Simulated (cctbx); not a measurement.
# Lattice, Laue class and space group of a new crystal

Cell: a = 22.7260 Å, b = 8.6760 Å, c = 14.0370 Å, α = 90.00°, β = 111.88°, γ = 90.00°. Expected content of the cell: Cs8 Ru12 Rb8 Se56.

The data are simulated with cctbx, not measured: Cu Kα, λ = 1.54184 Å, to d = 0.8 Å, 70 % of the full sphere, strongest reflection 20000 counts, noise from counting, a 1.5 % proportional error and a noise floor of 4 counts (s.d.); no absorption.

Tests on the unmerged data give:

```text
14661 reflections to d = 0.800 A
centring   violations  <I/sigma> of those
    A       2660 of  7309      5.9
    B       2660 of  7334      5.9
    C          0 of  7301      0.0
    I       2686 of  7292      6.5
    R       3826 of  9816      7.0
    F       2660 of 10972      4.0
Laue class    unique    Rint  (classes that these axes allow; Friedel mates merged)
C 1 2/m 1        2761   0.026
space group    extra absences  I>4sigma  <I/sigma>
C 1 2 1                 0          0         -  acentric
C 1 m 1                 0          0         -  acentric
C 1 c 1               256          0       0.1  acentric
C 1 n 1               256          0       0.1  acentric
C 1 2/m 1               0          0         -  centric
C 1 2/c 1             256          0       0.1  centric
C 1 2/n 1             256          0       0.1  centric
Wilson B = 1.41 A^2   <|E^2-1|> = 0.937 (0.968 centric, 0.736 acentric)   E^2>4: 3.7 %
shell (A)         n   <I/sigma>
13.03 - 1.60    366     30.5
 1.60 - 1.27    341     24.6
 1.27 - 1.11    348     24.0
 1.11 - 1.01    339     20.6
 1.01 - 0.94    343     16.6
 0.94 - 0.88    337     18.0
 0.88 - 0.84    356     14.9
 0.84 - 0.80    331     14.1
```

**Question.** What are the lattice type, the Laue class and the likely space group?

The reflections that C centring forbids are absent (⟨I/σ⟩ near 0), so the lattice is C.

Only C 1 2/m 1 fits these axes (Rint 0.026); a search for a hidden higher lattice was not made.

7 settings pass the absence test. The most absences obeyed, 256, belong to C 1 c 1, C 1 n 1, C 1 2/c 1 and C 1 2/n 1, which absences can't tell apart.

⟨|E²−1|⟩ = 0.937 leans to a centrosymmetric structure. The Wilson B of 1.41 Å² means U ≈ 0.0179 Å².

The true group is C2/c (no. 15), Laue class 2/m, centrosymmetric. The tables only narrow the choice to the tied entries; cell content, site symmetry and trial solutions must settle it.

The model is made up (kin elements in a known structure type, no relaxation), so it says nothing on whether the phase exists.

[Logs are printed without paths, hosts, clocks, repeated set-up lines and the standing remarks that a program may print on its own settings, such as how far it seeks lower states.]
